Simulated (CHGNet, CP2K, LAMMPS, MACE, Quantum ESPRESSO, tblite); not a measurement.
# Bulk modulus two ways: glassy 67P2O5-33MgO (mol %) (80 atoms), QE, PBE

The cell holds 80 atoms (20 P, 5 Mg and 55 O). Recipe: 80 atoms (20 P, 5 Mg, 55 O) placed at random at 2.93 g/cm³, melted at 4000 K for 10 ps at fixed volume with the Morse and Coulomb pair potential with partial charges (Pedone, Malavasi, Menziani, Cormack and Segre, J. Phys. Chem. B 110, 11780 (2006)). Quenched from 4000 K to 300 K at 25 K/ps and fixed volume, held 5 ps. Then the atoms were relaxed with MACE MPA-0 medium in the fixed cell.

Calculated with Quantum ESPRESSO 7.5: PBE; plane waves, SSSP efficiency, 60/480 Ry; k-points Γ. The cell is scaled evenly by ±3 % in volume, and MACE MPA-0 medium relaxes the atoms at each volume before the single point.

| volume (Å³/atom) | energy less the middle row's (meV/atom) | pressure (GPa) |
| --- | --- | --- |
| 11.154 | 14.454 | 8.991 |
| 11.499 | 0.000 | 6.408 |
| 11.844 | -9.589 | 4.302 |

Task: Find the bulk modulus at the middle volume from the pressures and from the energies, and check the printed pressure against the slope of the energy (1 meV/Å³ = 0.16022 GPa).

**Working.**

The step is h = 0.3450 Å³. From pressures: B = −V dP/dV = 11.499 × (8.991 − (4.302)) / (2 × 0.3450) = 78.1 GPa.

From energies: B = V d²E/dV² = 11.499 × (14.454 + (-9.589)) / 0.3450² = 470.1 meV/Å³ = 75.3 GPa.

Slope: P = −dE/dV = −(-9.589 − (14.454)) / (2 × 0.3450) = 34.8 meV/Å³ = 5.58 GPa, against 6.41 GPa printed.

The two moduli agree within 4 %.

A central difference over ±3 % overstates P by about B(1 + B′)(0.03)²/6, some 0.06 GPa for B′ = 4, which is small against the gap found. The atoms follow MACE MPA-0 medium, so this level's forces do work along the path, which enters the energies but not the printed pressures.

Limits: three points, a static cell at zero temperature, the cell shape held; the modulus is that at 6.4 GPa, not at zero pressure.

[Hosts, paths, dates, database ids (printed as entryN), source tags and the programs' standing remarks are cut or masked in the printed files.]
